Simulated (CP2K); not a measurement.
Consider thioformaldehyde at its PBE geometry (Å).

```xyz
4

C    -0.1071    0.0128    0.0251
S     1.4533   -0.1775   -0.3401
H    -0.6953    0.8621   -0.3461
H    -0.6510   -0.6974    0.6611
```

Method: CP2K XAS_TDP, all-electron GAPW, PBEh(45%), aug-cc-pVTZ, TDA, ZORA, spin–orbit coupling.

Predict the bright core excitations at the S L₂,₃ edge.

Leading lines: S2 159.04 eV. The leading line of an atom is its first one with 35 % of the strongest within 2.5 eV of its lowest line over the strength cut. 

The first six lines of each atom with a strength over 0.0003:

```
            atom  energy (eV)  states  strength, one atom
S2 (bonded to C)       159.04       1              0.0013
                       161.08       1              0.0007
                       163.64       3              0.0006
                       164.28       1              0.0019
                       164.49       1              0.0005
                       164.50       1              0.0018
```

Lines are vertical, at one geometry, with no vibrational structure. Without a correction of the core level, line positions, and the gaps between valence and Rydberg lines, follow the share of exact exchange. Rydberg lines, and the discretised continuum above threshold, depend on the basis and the box.

[Banner, clock and machine lines of the logs are left out without a mark of their own.]

[Logs are printed without paths, hosts, clocks, repeated set-up lines and the standing remarks that a program may print on its own settings, such as how far it seeks lower states.]

[Hosts, paths, dates, database ids (printed as entryN), source tags and the programs' standing remarks are cut or masked in the printed files.]
